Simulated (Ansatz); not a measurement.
# LiNbO3 (R3c): given cell or relaxed cell?, part 2 of 2

How far does the choice of cell move the gap? The case is LiNbO3 (R3c).

Ansatz 0.2.0; PBE, HSE06 and G0W0, plane waves, PAW. Known limits of the many-body steps: short of the basis limit; no spin-orbit coupling.

So far. Step 2 (PBE bands at the given cell): The gap is indirect, with the least direct gap 0.04 eV higher. The pressure of 5 GPa says that this functional would expand the cell; it is kept. Step 4 (PBE at the relaxed cell): The gap is indirect, with the least direct gap 0.05 eV higher.

## (5) HSE06 at the relaxed cell

HSE06 mixes in a quarter of exact exchange at short range. Exchange couples all pairs of k points, which makes a full band path dear, so levels are read on the mesh and at chosen points.

This step: DFT, HSE06, plane waves, PAW.

input.yaml reads:

```yaml
crystal:
  lattice:
    - [2.594837193, 1.4981299519, 4.6717482614]
    - [-2.594837193, 1.4981299519, 4.6717482614]
    - [0.0, -2.9962599038, 4.6717482614]
  atoms:
    - { symbol: Li, position: [0.2816720188, 0.2816720188, 0.2816720188] }
    - { symbol: Li, position: [0.7816720188, 0.7816720188, 0.7816720188] }
    - { symbol: Nb, position: [0.000449072, 0.000449072, 0.000449072] }
    - { symbol: Nb, position: [0.500449072, 0.500449072, 0.500449072] }
    - { symbol: O, position: [0.1105402833, 0.3580509445, 0.7211026814] }
    - { symbol: O, position: [0.7211026814, 0.1105402833, 0.3580509445] }
    - { symbol: O, position: [0.3580509445, 0.7211026814, 0.1105402833] }
    - { symbol: O, position: [0.2211026814, 0.8580509445, 0.6105402833] }
    - { symbol: O, position: [0.8580509445, 0.6105402833, 0.2211026814] }
    - { symbol: O, position: [0.6105402833, 0.2211026814, 0.8580509445] }
kpoints:
  mp_grid: { grid: [4, 4, 4] }
  band_path:
    path:
      - [0.0, 0.0, 0.0]
      - [-0.5, -0.5, -0.5]
      - [-0.5, -0.23565315, -0.76434685]
      - [-0.23565315, 0.23565315, -0.5]
      - [0.0, 0.0, -0.5]
      - [0.0, 0.36782657, -0.36782657]
      - [-0.36782657, 0.0, -0.63217343]
      - [-0.5, 0.0, -0.5]
      - [-0.15, -0.15, -0.15]
      - [-0.381043913, 0.0, -0.618956087]
      - [-0.1, -0.1, -0.1]
    npoints: 1
hamiltonian:
  xc: hse06
scf:
  occupations: { method: fixed }
  n_extra_bands: 7
output:
  eigenvalues: true
```

Started as:

```
$ ansatz run input.yaml --threads 3 --pin off --max-ram 92160MiB --backend cuda --events-out ev --progress --plain --runs-dir out --devices 1 --max-vram 13GiB
```

What it wrote:

```text
[...]
GPUs: using 1 of 1 available (devices: 1).
[...]
davidson cushion auto → on  (no smearing: the cushion is to keep the highest requested band from converging to the state above it; pin scf.eigensolver.cushion to override)
[...]
GPU FFT provider: cuFFT
GPU libraries: cuBLAS 13.8.2, cuFFT 12.4.0, cuSOLVER 12.3.4
Crystal: 10 atoms, lattice volume = 108.966 Å³
Basis set: ecut = 420 eV, 2139 PW (Γ)
[...]
Fermi energy:    5.830625 eV
[...]
--- Band table (eV; the first three rows and the last of 13) ---
  k-point 0: bands = [... 30 lower, 5.0873, 5.2607, 5.8306, 5.8306, 10.8536, 10.8536, 11.3484, 12.4864, ... 3 higher]
  k-point 1: bands = [... 30 lower, 5.3189, 5.3781, 5.6154, 5.7321, 10.8839, 11.0160, 11.4803, 12.1854, ... 3 higher]
  k-point 2: bands = [... 30 lower, 5.5044, 5.5044, 5.5865, 5.5865, 11.1351, 11.1351, 12.0167, 12.0167, ... 3 higher]
  k-point 12: bands = [... 30 lower, 5.4886, 5.4886, 5.4886, 5.4886, 11.9425, 11.9425, 12.1503, 12.1503, ... 3 higher]
[key lines of the parts left out:]
Free energy (F): -12932.529475 eV
```

Run time: 62 s. Hardware: 1 × NVIDIA H100 80GB HBM3 (shared by 6 runs) with 3 threads of AMD EPYC 7R13 (Zen 3), shared host; peak memory 1.4 GiB.

This step gave:

* gap: 4.970 eV
* valence top at: v'
* conduction bottom at: k = (-0.381, 0.000, -0.619)
* least direct gap: 5.023 eV

The gap stands +1.43 eV against PBE.

## (6) G0W0 at the relaxed cell

G0W0 replaces the xc potential by the self-energy, built once from these orbitals. Only a window of levels is corrected, while the sums run over the empty bands that the input names.

This step: G0W0 on PBE, plane waves, PAW.

input.yaml, as its differences from that of step 5:

```diff
@@ -18,22 +18,11 @@
   mp_grid: { grid: [4, 4, 4] }
-  band_path:
-    path:
-      - [0.0, 0.0, 0.0]
-      - [-0.5, -0.5, -0.5]
-      - [-0.5, -0.23565315, -0.76434685]
-      - [-0.23565315, 0.23565315, -0.5]
-      - [0.0, 0.0, -0.5]
-      - [0.0, 0.36782657, -0.36782657]
-      - [-0.36782657, 0.0, -0.63217343]
-      - [-0.5, 0.0, -0.5]
-      - [-0.15, -0.15, -0.15]
-      - [-0.381043913, 0.0, -0.618956087]
-      - [-0.1, -0.1, -0.1]
-    npoints: 1
 hamiltonian:
-  xc: hse06
+  xc: pbe
 scf:
   occupations: { method: fixed }
-  n_extra_bands: 7
-output:
-  eigenvalues: true
+gw:
+  n_empty_bands: 232
+  ecut_chi: 96
+  qp_bands: [v3, c3]
+  qp_kpoints: band_edges
+  screening: { model: contour_deformation }
```

What it wrote:

```text
GPUs: using 1 of 1 available (devices: 1).
[...]
GPU FFT provider: cuFFT
GPU libraries: cuBLAS 13.8.2, cuFFT 12.4.0, cuSOLVER 12.3.4
Crystal: 10 atoms, lattice volume = 108.966 Å³
Basis set: ecut = 420 eV, 2139 PW (Γ)
Bands: 44, of which v1, the nominal top of the filled ones, is band 34 counted from 1 (33 counted from 0)
Symmetry: 6 space group operations
[...]
k-points: 13 of 64 (time reversal used)
[...]
1    33      6.7262   -25.3688     4.7434   -20.2281  0.7304     6.3260     6.3289  root
[...]
12    34      6.6192   -25.4760     4.7582   -20.3164  0.7303     6.2148     6.2177  root
    12    35     11.4911   -13.8274    -5.1527   -20.1669  0.7588    12.7037    12.6778  root
    12    36     11.4911   -13.8274    -5.1527   -20.1669  0.7588    12.7037    12.6778  root
    12    37     11.6926   -14.6951    -5.0721   -21.0431  0.7531    13.0002    12.9685  root
[key lines of the parts left out:]
SCF converged after 6 iterations
Free energy (F): -12929.480978 eV
Fermi energy:    6.926553 eV
```

The job ended after 43 s (1 × NVIDIA H100 80GB HBM3 (shared by 6 runs) with 3 threads; peak memory 1.3 GiB; 59 s of CPU time).

Numbers from this step:

```
bands summed                                 : 266
RPA ε∞ on this mesh (eigenvalues)            : 4.880, 5.151, 5.151
plane waves in the screening matrix          : 223
G0W0 gap on the mesh                         : 5.077 eV
k of the valence top                         : 0, 0, 0
k of the conduction bottom                   : 0, 0.25, -0.5
starting gap on the mesh                     : 3.564 eV
least direct G0W0 gap on the computed points : 5.107 eV
```

The gap on the mesh goes from 3.56 eV to 5.08 eV, a correction of +1.51 eV. Between the two edge states, bare exchange in place of the xc potential would open the gap by 11.03 eV, and correlation takes back 9.52 eV. The start differs from the 3.54 eV found before because this mesh misses an edge.

## (7) G0W0 at the given cell

input.yaml reads:

```yaml
crystal:
  lattice:
    - [2.5758, 1.4871388234, 4.623]
    - [-2.5758, 1.4871388234, 4.623]
    - [0.0, -2.9742776468, 4.623]
  atoms:
    - { symbol: Li, position: [0.2815, 0.2815, 0.2815] }
    - { symbol: Li, position: [0.7815, 0.7815, 0.7815] }
    - { symbol: Nb, position: [5.5e-05, 5.5e-05, 5.5e-05] }
    - { symbol: Nb, position: [0.500055, 0.500055, 0.500055] }
    - { symbol: O, position: [0.11231, 0.35836, 0.71959] }
    - { symbol: O, position: [0.71959, 0.11231, 0.35836] }
    - { symbol: O, position: [0.35836, 0.71959, 0.11231] }
    - { symbol: O, position: [0.21959, 0.85836, 0.61231] }
    - { symbol: O, position: [0.85836, 0.61231, 0.21959] }
    - { symbol: O, position: [0.61231, 0.21959, 0.85836] }
kpoints:
  mp_grid: { grid: [4, 4, 4] }
hamiltonian:
  xc: pbe
scf:
  occupations: { method: fixed }
gw:
  n_empty_bands: 226
  ecut_chi: 96
  qp_bands: [v3, c3]
  qp_kpoints: band_edges
  screening: { model: contour_deformation }
```

What it wrote:

```text
GPUs: using 1 of 1 available (devices: 1).
[...]
GPU FFT provider: cuFFT
GPU libraries: cuBLAS 13.8.2, cuFFT 12.4.0, cuSOLVER 12.3.4
Crystal: 10 atoms, lattice volume = 106.252 Å³
Basis set: ecut = 420 eV, 2091 PW (Γ)
Bands: 44, of which v1, the nominal top of the filled ones, is band 34 counted from 1 (33 counted from 0)
Symmetry: 6 space group operations
[...]
k-points: 13 of 64 (time reversal used)
[...]
1    33      7.0526   -25.4514     4.7572   -20.2970  0.7334     6.6527     6.6554  root
[...]
12    34      6.9416   -25.5534     4.7772   -20.3749  0.7331     6.5374     6.5403  root
    12    35     11.9260   -13.8540    -5.1606   -20.2079  0.7614    13.1448    13.1193  root
    12    36     11.9260   -13.8540    -5.1606   -20.2079  0.7614    13.1448    13.1193  root
    12    37     12.1249   -14.7294    -5.0872   -21.0995  0.7555    13.4392    13.4078  root
[key lines of the parts left out:]
SCF converged after 6 iterations
Free energy (F): -12929.442647 eV
Fermi energy:    7.252951 eV
```

Elapsed: 31 s, on 1 × NVIDIA H100 80GB HBM3 (shared by 6 runs) with 3 threads; peak memory 1.3 GiB.

Numbers from this step:

```yaml
bands_summed: 260
rpa_eps_infinity_on_this_mesh_eigenvalues: 4.981, 5.203, 5.203
plane_waves_in_the_screening_matrix: 211
g0w0_gap_on_the_mesh: 5.132 eV
k_of_the_valence_top: 0, 0, 0
k_of_the_conduction_bottom: 0, 0.25, -0.5
starting_gap_on_the_mesh: 3.618 eV
least_direct_g0w0_gap_on_the_computed_points: 5.138 eV
```

The gap on the mesh goes from 3.62 eV to 5.13 eV, a correction of +1.51 eV. Between the two edge states, bare exchange in place of the xc potential would open the gap by 11.05 eV, and correlation takes back 9.54 eV. The start differs from the 3.58 eV found before because this mesh misses an edge.

## (8) Together

G0W0 rows are gaps on the mesh, lowered where the mesh misses an edge of the band path.

```tsv
level	given cell (eV)	relaxed cell (eV)	change (eV)
PBE	3.58	3.54	−0.05
HSE06	-	4.97	-
G0W0@PBE	5.10	5.05	−0.05
```

## (9) Summary of results

| Item | Value |
| --- | --- |
| volume change | +2.6 % |
| PBE, given cell | 3.58 eV |
| PBE, relaxed cell | 3.54 eV |
| HSE06, relaxed cell | 4.97 eV |
| G0W0@PBE, relaxed cell | 5.05 eV |
| G0W0@PBE, given cell | 5.10 eV |
| known limits | short of the basis limit; no spin-orbit coupling |

What this shows: Relaxation changes the volume by +2.6 % and the gap by −0.05 eV (PBE) and −0.05 eV (G0W0@PBE). Bands and cutoff are finite, so the gap stands short of the basis limit, usually by up to a few tenths of an eV; the mesh is an error of its own. The many-body steps are scalar-relativistic: spin-orbit coupling is not in them.

[Long decimals in the printed logs are rounded to 6 places.]

[Logs are printed without paths, hosts, clocks, repeated set-up lines and the standing remarks that a program may print on its own settings, such as how far it seeks lower states.]

[Paths, hosts, dates, memory and timing lines, banners, echoed tables and standing remarks are left out of the program output; an Ansatz launch command may be rebuilt from the run's recorded settings. Measured values are a selection of at most five: reports struck by readers or far from the other reports are left out. None is set beside runs whose start may be inverted or whose files or cutoffs have a known fault.]

[Runs of the session that timed out or met a known fault of the program may be left out.]

[Cells called generated may have been cut or substituted from an entry of the Crystallography Open Database or the Materials Project.]

[Hosts, paths, dates, database ids (printed as entryN), source tags and the programs' standing remarks are cut or masked in the printed files.]

[Where the starting crystal was built by hand or by swapping elements, it need not be the compound's stable phase.]
